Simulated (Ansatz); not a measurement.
## AgPb2, from a guessed structure to a relaxed one

Starting from a made-up structure for AgPb2, the aim is the relaxed cell, its shortest contacts and, where a second run follows, its electronic structure.

Program: Ansatz 0.2.0. Level of theory: DFT, PBEsol, plane-wave PAW, files of the set soft_1, scalar-relativistic, no spin, cell and ions relaxed at zero pressure; PAW set soft_1. Results are calculated unless marked as measured.

## (1) Starting point

It takes space group I4/mmm (No. 139, tetragonal). The conventional cell has a = 3.477 Å, b = 3.477 Å, c = 13.869 Å, α = 90.00°, β = 90.00°, γ = 90.00°. Nearest to Pb lie 8 Pb at 3.32 to 3.48 Å and 4 Ag at 3.40 Å. Ag has 8 Pb at 3.40 Å and 4 Ag at 3.48 Å nearest. Farther neighbours are not listed.

## (2) Relaxation of the guess

The guess takes its coordinates from another compound and its volume from a rule, so the cell and any free coordinates are relaxed together.

Input file input.yaml:

```yaml
crystal:
  lattice:
    - [-1.7385, 1.7385, 6.9345]
    - [1.7385, -1.7385, 6.9345]
    - [1.7385, 1.7385, -6.9345]
  atoms:
    - { symbol: Pb, position: [0.6694, 0.6694, 0.0] }
    - { symbol: Pb, position: [0.3306, 0.3306, 0.0] }
    - { symbol: Ag, position: [0.0, 0.0, 0.0] }
kpoints:
  mp_grid: { grid: [11, 11, 11] }
scf:
  occupations: { method: fermi_dirac, width: 0.05 }
hamiltonian:
  xc: pbesol
  pseudopotentials: { kind: paw, azcp: { folder: soft_1 }, xc_functional: pbe }
relax:
  f_tol: 0.015
  max_steps: 70
  cell: {}
output:
  forces: true
  stress: true
```

The run is started by

```
$ ansatz run input.yaml --threads 4 --pin off --max-ram 8192MiB --backend cpu --events-out ev --progress --plain --runs-dir out
```

Numbers of over 12 decimals in the logs are rounded to 6 here.

Log:

```text
basis.fft_grid_basis auto: the FFT boxes are laid along the combinations [[1, 0, 1], [0, 1, 1], [0, 0, 1]] of the cell's own vectors, 3.477, 3.477 and 7.357 Å long. The dense box has 24×24×50 points. Along the cell's own vectors, as sized, it would have 50×50×50, 4.34 times as many. Of the 16 symmetry operations that the crystal satisfies within crystal.symmetry.tolerance (time reversal apart; of a slab, those that k [...]
Engine: ansatz 0.2.0, aarch64-unknown-linux-gnu
Pseudopotentials: kind: paw
Pseudopotential: Pb, paw, valence charge 14, recommended cutoff 420 eV (normal), soft_1/Pb.paw.azcp
Pseudopotential: Ag, paw, valence charge 19, recommended cutoff 420 eV (normal), soft_1/Ag.paw.azcp
Functional definition: PBEsol
  exchange = pbesol_x
  correlation = pbesol_c
Crystal: 3 atoms, lattice volume = 83.835 Å³
Basis set: ecut = 420 eV, 1615 PW (Γ), FFT grids on a1+a3, a2+a3, a3, exchange–correlation on 48×48×100 points (8 copies of the dense FFT grid, shifted against one another)
Bands: 29, of which v1, the nominal top of the filled ones, is band 24 counted from 1 (23 counted from 0)
Symmetry: 16 space group operations
Space group: I4/mmm (ITA 139), of the structure as read, at distance tolerance 4.4e-5 Å
k-points: 126 of 1331
Non-local potential: Pb, projectors of the file, l = 0: 2, l = 1: 2, l = 2: 2, l = 3: 1
Non-local potential: Ag, projectors of the file, l = 0: 3, l = 1: 2, l = 2: 2, l = 3: 1
PAW form: soft (Blöchl's): semilocal exchange-correlation on the pseudo side does not see the compensation charge
PAW frozen core: Pb, regenerated for the run's functional, and the local potential with it (the file was generated under x = pbe(κ = 0.804, μ = 0.219515), c = pbe(β = 0.066725))
PAW frozen core: Ag, regenerated for the run's functional, and the local potential with it (the file was generated under x = pbe(κ = 0.804, μ = 0.219515), c = pbe(β = 0.066725))
PAW one-centre angular grid: Pb, 590 points (default); XC on 64 Gauss nodes
PAW one-centre angular grid: Ag, 590 points (default); XC on 64 Gauss nodes
Initial density: superposition of atomic densities (chi_scale 0.1, normalization cell, long waves kept (reshape's long-wave potential 0.13 eV rms))
Initial wavefunctions: pseudopotential atomic-orbital guess
Functional: x = pbesol(κ = 0.804, μ = 0.123457), c = pbesol(β = 0.046)
SCF iter   1: F=—  HF=-31036.766771 eV  |F-HF|=—  |Δ(HF+E_count)|=         —  Δρ=2.78e-2  dr2=3.46e0  ethr=3.10e-3  ⟨swp⟩=7.0  Hψ=15461  notcnv=0
preconditioner: auto → Kerker (q_TF=auto, 2.477 Å⁻¹)  [metal: Δε(μ)=0.039 eV  Ē_g=14.049 eV  σ=0.050 eV  W_gap=0.19  n_scr=20 (ndim 8)  ℏωp=25.3 eV  f_vac=0.000  D(μ)=1.17/eV (n_scr^D=2)]
SCF iter   2: F=—  HF=-31036.322516 eV  |F-HF|=—  |Δ(HF+E_count)|=   4.44e-1  Δρ=1.55e-2  dr2=1.52e0  ethr=3.10e-3  ⟨swp⟩=2.3  Hψ=5292  notcnv=0  defer=77
SCF iter   3: F=—  HF=-31036.027039 eV  |F-HF|=—  |Δ(HF+E_count)|=   2.95e-1  Δρ=7.08e-3  dr2=2.24e-1  ethr=3.10e-3  ⟨swp⟩=2.7  Hψ=4727  notcnv=0  defer=77
SCF iter   4: F=—  HF=-31035.985247 eV  |F-HF|=—  |Δ(HF+E_count)|=   4.18e-2  Δρ=2.35e-3  dr2=8.41e-3  ethr=4.76e-4  ⟨swp⟩=3.0  Hψ=5416  notcnv=0  defer=72
SCF iter   5: F=—  HF=-31035.983754 eV  |F-HF|=—  |Δ(HF+E_count)|=   1.49e-3  Δρ=9.75e-4  dr2=1.49e-3  ethr=1.79e-5  ⟨swp⟩=2.0  Hψ=4650  notcnv=0  defer=71
SCF iter   6: F=—  HF=-31035.983519 eV  |F-HF|=—  |Δ(HF+E_count)|=   2.35e-4  Δρ=2.93e-4  dr2=1.48e-4  ethr=3.17e-6  ⟨swp⟩=2.5  Hψ=6158  notcnv=0  defer=71
SCF iter   7: F=—  HF=-31035.983497 eV  |F-HF|=—  |Δ(HF+E_count)|=   2.23e-5  Δρ=8.83e-5  dr2=1.11e-5  ethr=3.15e-7  ⟨swp⟩=2.6  Hψ=5485  notcnv=0  defer=71
SCF iter   8: F=—  HF=-31035.983526 eV  |F-HF|=—  |Δ(HF+E_count)|=   2.93e-5  Δρ=2.41e-5  dr2=5.91e-7  ethr=2.37e-8  ⟨swp⟩=2.0  Hψ=4716  notcnv=0  defer=71
SCF iter   9: F=-31035.983526 eV  HF=-31035.983526 eV  |F-HF|=2.37e-8  |Δ(HF+E_count)|=   3.59e-8  Δρ=4.59e-6  dr2=4.16e-8  ethr=2.13e-10  ⟨swp⟩=4.9  Hψ=12788  notcnv=0
SCF 1 converged in 9 iterations: F = -31035.983526 eV  dr2 = 4.16e-8
  greatest PAW one-centre occupation: 1.001 electrons in one spin orbital (limit 2), on the Ag atom at site 2 (counted from 0), in its partial waves of l = 0
relax step   1: F+E_penalty+E_count = -31035.98352615 eV  Δ(F+E_penalty+E_count) = +0.000e0 eV  max|allowed force component| = 1.036e0 eV/Å  Δτ_max = 0.0000 Å  P = -3.575 GPa  Ω = 83.835 Å³  (9 SCF iters, dr2 threshold 1.00e-7 eV, accepted)
Crystal: 3 atoms, lattice volume = 78.258 Å³
Basis set: ecut = 420 eV, 1535 PW (Γ), FFT grids on a1+a3, a2+a3, a3, exchange–correlation on 48×48×100 points (8 copies of the dense FFT grid, shifted against one another)
Initial density: handed on by an earlier stage of this run
Initial wavefunctions: those handed on with the density
iter 1 solved again at ethr=1.64e-4 eV; its pass at ethr=3.10e-3 eV (dr2=7.71e-2 eV) is discarded
SCF iter   1: F=—  HF=-31036.408918 eV  |F-HF|=—  |Δ(HF+E_count)|=         —  Δρ=9.40e-3  dr2=7.61e-2  ethr=1.64e-4  ⟨swp⟩=1.6  Hψ=20105  notcnv=0
preconditioner: auto → Kerker (q_TF=auto, 2.506 Å⁻¹)  [metal: Δε(μ)=0.020 eV  Ē_g=14.641 eV  σ=0.050 eV  W_gap=0.10  n_scr=20 (ndim 8)  ℏωp=26.2 eV  f_vac=0.000  D(μ)=1.39/eV (n_scr^D=2)]
SCF iter   2: F=—  HF=-31036.392804 eV  |F-HF|=—  |Δ(HF+E_count)|=   1.61e-2  Δρ=3.84e-3  dr2=1.05e-2  ethr=1.62e-4  ⟨swp⟩=2.0  Hψ=5269  notcnv=0
SCF iter   3: F=—  HF=-31036.390881 eV  |F-HF|=—  |Δ(HF+E_count)|=   1.92e-3  Δρ=1.52e-3  dr2=1.84e-3  ethr=2.24e-5  ⟨swp⟩=2.0  Hψ=4754  notcnv=0
SCF iter   4: F=—  HF=-31036.390823 eV  |F-HF|=—  |Δ(HF+E_count)|=   5.84e-5  Δρ=4.50e-4  dr2=5.29e-4  ethr=3.92e-6  ⟨swp⟩=2.7  Hψ=6111  notcnv=0
SCF iter   5: F=—  HF=-31036.390754 eV  |F-HF|=—  |Δ(HF+E_count)|=   6.88e-5  Δρ=1.07e-4  dr2=4.06e-5  ethr=1.13e-6  ⟨swp⟩=1.8  Hψ=3824  notcnv=0
SCF iter   6: F=—  HF=-31036.390738 eV  |F-HF|=—  |Δ(HF+E_count)|=   1.56e-5  Δρ=2.22e-5  dr2=1.47e-6  ethr=8.63e-8  ⟨swp⟩=1.9  Hψ=3908  notcnv=0
SCF iter   7: F=-31036.390738 eV  HF=-31036.390738 eV  |F-HF|=1.19e-7  |Δ(HF+E_count)|=   2.35e-7  Δρ=8.83e-6  dr2=1.71e-7  ethr=6.38e-10  ⟨swp⟩=4.8  Hψ=12727  notcnv=0
SCF 2 converged in 7 iterations: F = -31036.390738 eV  dr2 = 1.71e-7
relax step   2: F+E_penalty+E_count = -31036.39073805 eV  Δ(F+E_penalty+E_count) = -4.072e-1 eV  max|allowed force component| = 5.160e-1 eV/Å  Δτ_max = 0.1950 Å  P = -2.416 GPa  Ω = 78.258 Å³  energy of the carried Pulay correction = +1.175e-3 eV  (7 SCF iters, dr2 threshold 3.00e-7 eV, accepted)
Crystal: 3 atoms, lattice volume = 70.168 Å³
Basis set: ecut = 420 eV, 1401 PW (Γ), FFT grids on a1+a3, a2+a3, a3, exchange–correlation on 48×48×100 points (8 copies of the dense FFT grid, shifted against one another)
iter 1 solved again at ethr=2.98e-4 eV; its pass at ethr=3.10e-3 eV (dr2=1.40e-1 eV) is discarded
SCF iter   1: F=—  HF=-31036.373460 eV  |F-HF|=—  |Δ(HF+E_count)|=         —  Δρ=1.22e-2  dr2=1.39e-1  ethr=2.98e-4  ⟨swp⟩=1.6  Hψ=20715  notcnv=0
preconditioner: auto → Kerker (q_TF=auto, 2.552 Å⁻¹)  [metal: Δε(μ)=0.047 eV  Ē_g=15.339 eV  σ=0.050 eV  W_gap=0.22  n_scr=20 (ndim 8)  ℏωp=27.7 eV  f_vac=0.000  D(μ)=0.93/eV (n_scr^D=2)]
SCF iter   2: F=—  HF=-31036.347852 eV  |F-HF|=—  |Δ(HF+E_count)|=   2.56e-2  Δρ=4.59e-3  dr2=1.64e-2  ethr=2.95e-4  ⟨swp⟩=2.0  Hψ=5275  notcnv=0
SCF iter   3: F=—  HF=-31036.345569 eV  |F-HF|=—  |Δ(HF+E_count)|=   2.28e-3  Δρ=1.88e-3  dr2=2.37e-3  ethr=3.49e-5  ⟨swp⟩=1.3  Hψ=5042  notcnv=0  defer=1
SCF iter   4: F=—  HF=-31036.345574 eV  |F-HF|=—  |Δ(HF+E_count)|=   5.07e-6  Δρ=3.92e-4  dr2=6.74e-5  ethr=5.05e-6  ⟨swp⟩=2.2  Hψ=5858  notcnv=0  defer=1
SCF iter   5: F=—  HF=-31036.345569 eV  |F-HF|=—  |Δ(HF+E_count)|=   5.35e-6  Δρ=6.47e-5  dr2=3.05e-6  ethr=1.43e-7  ⟨swp⟩=2.2  Hψ=5749  notcnv=0  defer=1
SCF iter   6: F=—  HF=-31036.345569 eV  |F-HF|=—  |Δ(HF+E_count)|=   2.35e-8  Δρ=2.01e-5  dr2=3.30e-7  ethr=6.38e-10  ⟨swp⟩=5.0  Hψ=12962  notcnv=0
SCF iter   7: F=-31036.345568 eV  HF=-31036.345569 eV  |F-HF|=2.57e-8  |Δ(HF+E_count)|=   6.35e-8  Δρ=4.61e-6  dr2=3.58e-8  ethr=6.38e-10  ⟨swp⟩=4.5  Hψ=11982  notcnv=0
SCF 3 converged in 7 iterations: F = -31036.345568 eV  dr2 = 3.58e-8
relax step   3: F+E_penalty+E_count = -31036.34556849 eV  Δ(F+E_penalty+E_count) = +4.517e-2 eV  max|allowed force component| = 6.459e-1 eV/Å  Δτ_max = 0.1944 Å  P = +6.632 GPa  Ω = 70.168 Å³  energy of the carried Pulay correction = +3.150e-3 eV  (7 SCF iters, dr2 threshold 3.00e-7 eV, rejected (line search))
[...]
relax step   4: F+E_penalty+E_count = -31036.47402866 eV  Δ(F+E_penalty+E_count) = -8.329e-2 eV  max|allowed force component| = 1.603e-1 eV/Å  Δτ_max = 0.0972 Å  P = -1.119 GPa  Ω = 76.682 Å³  energy of the carried Pulay correction = +1.532e-3 eV  (10 SCF iters, accepted)
[...]
relax step   5: F+E_penalty+E_count = -31036.48337947 eV  Δ(F+E_penalty+E_count) = -9.351e-3 eV  max|allowed force component| = 4.981e-3 eV/Å  Δτ_max = 0.0300 Å  P = +0.092 GPa  Ω = 75.433 Å³  energy of the carried Pulay correction = +1.824e-3 eV  (6 SCF iters, dr2 threshold 3.00e-7 eV, accepted)
[...]
relax step   6: F+E_penalty+E_count = -31036.48338915 eV  Δ(F+E_penalty+E_count) = -9.672e-6 eV  max|allowed force component| = 4.416e-4 eV/Å  Δτ_max = 0.0005 Å  P = +0.006 GPa  Ω = 75.534 Å³  energy of the carried Pulay correction = +1.800e-3 eV  (5 SCF iters, dr2 threshold 2.35e-8 eV, accepted)
Basis set: ecut = 420 eV, 1475 PW (Γ), FFT grids on a1+a3, a2+a3, a3, exchange–correlation on 48×48×96 points (8 copies of the dense FFT grid, shifted against one another)
Initial wavefunctions: pseudopotential atomic-orbital guess (no wavefunctions were taken with the density)
iter 1 solved again at ethr=9.29e-8 eV; its pass at ethr=3.10e-3 eV (dr2=4.37e-5 eV) is discarded
SCF iter   1: F=—  HF=-31036.481702 eV  |F-HF|=—  |Δ(HF+E_count)|=         —  Δρ=1.78e-4  dr2=3.98e-6  ethr=9.29e-8  ⟨swp⟩=4.1  Hψ=26152  notcnv=0
preconditioner: auto → Kerker (q_TF=auto, 2.521 Å⁻¹)  [metal: Δε(μ)=0.069 eV  Ē_g=14.959 eV  σ=0.050 eV  W_gap=0.31  n_scr=20 (ndim 8)  ℏωp=26.7 eV  f_vac=0.000  D(μ)=1.14/eV (n_scr^D=2)]
SCF iter   2: F=—  HF=-31036.481708 eV  |F-HF|=—  |Δ(HF+E_count)|=   5.57e-6  Δρ=9.06e-5  dr2=1.19e-6  ethr=8.48e-9  ⟨swp⟩=2.0  Hψ=6334  notcnv=0
SCF iter   3: F=—  HF=-31036.481709 eV  |F-HF|=—  |Δ(HF+E_count)|=   9.92e-7  Δρ=2.29e-5  dr2=8.27e-8  ethr=2.53e-9  ⟨swp⟩=2.5  Hψ=6205  notcnv=0
SCF iter   4: F=—  HF=-31036.481709 eV  |F-HF|=—  |Δ(HF+E_count)|=   4.63e-8  Δρ=3.84e-6  dr2=1.07e-8  ethr=1.76e-10  ⟨swp⟩=2.0  Hψ=6360  notcnv=0
SCF iter   5: F=—  HF=-31036.481709 eV  |F-HF|=—  |Δ(HF+E_count)|=  3.06e-10  Δρ=8.12e-7  dr2=1.59e-9  ethr=2.27e-11  ⟨swp⟩=2.7  Hψ=5105  notcnv=0
SCF iter   6: F=—  HF=-31036.481709 eV  |F-HF|=—  |Δ(HF+E_count)|=  3.17e-10  Δρ=3.87e-7  dr2=2.94e-10  ethr=3.38e-12  ⟨swp⟩=2.5  Hψ=5641  notcnv=0
SCF iter   7: F=-31036.481709 eV  HF=-31036.481709 eV  |F-HF|=2.18e-11  |Δ(HF+E_count)|=  5.46e-11  Δρ=6.06e-8  dr2=4.11e-12  ethr=1.00e-12  ⟨swp⟩=5.1  Hψ=16974  notcnv=0
SCF 7 converged in 7 iterations: F = -31036.481709 eV  dr2 = 4.11e-12
relax step   7: F+E_penalty+E_count = -31036.48170887 eV  Δ(F+E_penalty+E_count) = +1.680e-3 eV  max|allowed force component| = 3.771e-4 eV/Å  Δτ_max = 0.0000 Å  P = -0.003 GPa  Ω = 75.534 Å³  stress off target by 1.19e-2 GPa  SCF on the basis re-selected at this cell (its energy is not comparable with the rows above)  (7 SCF iters)
basis re-selected at this cell: Δ(F+E_penalty+E_count) = +1.680e-3 eV, ΔP = -0.009 GPa vs the last step (what re-selecting the basis moved, of the pressure what is left beyond the Pulay correction that the steps carried, after the strain that the cell walked since its last selection, with what the two solves' SCF thresholds leave and, on support functions, any second-order correction that the steps lacked; it is no measure of the basis error at this ecutwfc). The dense FFT grid was sized anew with the basis: this SCF ran on 24×24×48 points, the steps before it on 24×24×50, so part of this shift can come from that change (see relax.cell in the input reference). [rest of the remark cut]
SCF converged after 7 iterations
Free energy (F): -31036.481709 eV
Harris-Foulkes:  -31036.481709 eV  (|F-HF|=2.18e-11)
Internal energy: -31036.472048 eV  (E = F + TS)
E sigma→0 (E₀):  -31036.476879 eV
Entropy (-TS):   -0.009661 eV (-3.220 meV/atom)
Fermi energy:    12.657667 eV
--- Per-component energies (eV) ---
  E_band       = -347.335990
  E_kinetic    = 1055.464912
  E_local      = -4887.861828  (includes V_loc(G=0)·N_el)
  E_nonlocal   = 649.514636
  E_hartree    = 2177.738845
  E_xc         = -566.558271
  E_vxc        = -477.354084  (∫ρ·V_xc dr)
  E_paw        = -24374.761159  (= ΣΔE_a)
  E_vpaw       = -1042.577682  (= ΣTr[D̂ρ^β])
  E_aug_tail   = 0.000338  (compensation charges beyond the density's cutoff)
  E_ewald      = -5090.456602
  E_core_change = 0.447080  (= ΣΔE_core)
  E_smearing   = -0.009661  (= −TS)
  E_closure    = 0.000000  (closes the sum)
  Σ components = -31036.481709   (vs F -31036.481709, Δ=0.00e0)
--- Forces (eV/Å), atoms counted from 1 ---
  atom   1  Pb     0.00000000     0.00000000    -0.00037712
  atom   2  Pb     0.00000000     0.00000000     0.00037712
  atom   3  Ag    -0.00000000     0.00000000     0.00000000
  max |Σ_I F_I| component: 1.08e-19 eV/Å
--- Stress (GPa, compression-positive) ---
        0.001457      -0.000000      -0.000000
       -0.000000       0.001457       0.000000
       -0.000000       0.000000      -0.011874
  P = ⅓ Tr σ = -0.0030 GPa (-0.030 kbar)
--- Relaxed structure (6 steps of the walk, 5 accepted, 1 SCFs on fresh bases) ---
  F+E_penalty+E_count = -31036.48170887 eV   max|allowed force component| = 3.771e-4 eV/Å   (the final SCF, on the basis selected at the relaxed cell)
  cell:  # Å, volume = 75.5335 Å³
    - [-1.683312, 1.683312, 6.664235]
    - [1.683312, -1.683312, 6.664235]
    - [1.683312, 1.683312, -6.664235]
  atoms:
    - { symbol: Pb, position: [0.646207, 0.646207, 0] }
    - { symbol: Pb, position: [0.353793, 0.353793, 0] }
    - { symbol: Ag, position: [-6.670890863467424e-19, -6.670890863467425e-19, 0] }
```

Wall time 25 s (4 threads of Arm Neoverse V1, shared host); peak memory 0.55 GiB.

The steps of the relaxation:

```csv
step,energy less that of the first step (eV),largest force component (eV/Å),pressure (GPa),volume (Å³)
1,0.0000,1.0364,-3.58,83.83
2,-0.4072,0.5160,-2.42,78.26
3,-0.3620,0.6459,6.63,70.17
4,-0.4905,0.1603,-1.12,76.68
5,-0.4999,0.0050,0.09,75.43
6,-0.4999,0.0004,0.01,75.53
7*,-0.4982,0.0004,0.00,75.53
```

Relaxation steps marked * repeat the geometry before them on a plane-wave basis chosen anew for their cell, so energy and pressure can jump there. Relaxation step 3 was tried and not accepted.

The run keeps the 16 symmetry operations that it works with, so distortions that break them were not tested.

```csv
"conventional cell, symmetrised",before,after,change
a (Å),3.477,3.367,-3.2 %
b (Å),3.477,3.367,-3.2 %
c (Å),13.869,13.328,-3.9 %
volume (Å³/atom),27.94,25.18,-9.9 %
```

The atoms that moved most (Å, as changes of fractional coordinates times the final cell):

```csv
atom,dx,dy,dz,length
Pb2,0.000,0.000,0.309,0.309
Pb1,0.000,0.000,-0.309,0.309
```

The relaxed structure:

```cif
data_structure
_symmetry_space_group_name_H-M 'P 1'
_symmetry_Int_Tables_number 1
_cell_length_a 7.0767
_cell_length_b 7.0767
_cell_length_c 7.0767
_cell_angle_alpha 152.478
_cell_angle_beta 152.478
_cell_angle_gamma 39.315
_cell_volume 75.53
loop_
_atom_site_label
_atom_site_type_symbol
_atom_site_fract_x
_atom_site_fract_y
_atom_site_fract_z
_atom_site_occupancy
Pb1 Pb 0.64621 0.64621 0.00000 1
Pb2 Pb 0.35379 0.35379 0.00000 1
Ag3 Ag 0.00000 0.00000 0.00000 1
```

Numbers from this step:

- free energy: -31036.4817 eV
- energy at zero smearing: -31036.4769 eV
- smearing term TS: 0.009661 eV
- Fermi energy: 12.66 eV
- electrons: 47
- symmetry operations: 16
- pressure: -0.002987 GPa

Shortest distances by pair of elements, guess and relaxed (not always the same contact):

```csv
pair,guess (Å),relaxed (Å)
Ag–Pb,3.401,3.076
Pb–Pb,3.323,3.367
Ag–Ag,3.477,3.367
```

The relaxation ends with a largest force component of 3.8e-4 eV/Å and a pressure of 0.00 GPa.

## (3) Outcome

```yaml
space_group_relaxed: I4/mmm
conventional_cell: a = 3.367, b = 3.367, c = 13.328 Å; α = 90.0°, β = 90.0°, γ = 90.0°
volume_per_atom: 25.18 Å³ (guess 27.94)
```

What this shows: AgPb2 relaxes to I4/mmm with a = 3.367, b = 3.367 and c = 13.328 Å. The guessed volume was 11 % too large. The space group I4/mmm was held in the relaxation, so the end point is a stationary structure within it and may be a saddle against distortions or other arrangements. Mesh and cutoff weren't tested. Spin-orbit coupling is left out, which can matter for elements this heavy. No dispersion term is used, so weakly bound directions may come out too long. The runs have no spin, and magnetism wasn't tested. Nothing here tests whether the compound is stable against decomposition.

[Logs are printed without paths, hosts, clocks, repeated set-up lines and the standing remarks that a program may print on its own settings, such as how far it seeks lower states.]

[Hosts, paths, dates, database ids (printed as entryN), source tags and the programs' standing remarks are cut or masked in the printed files.]
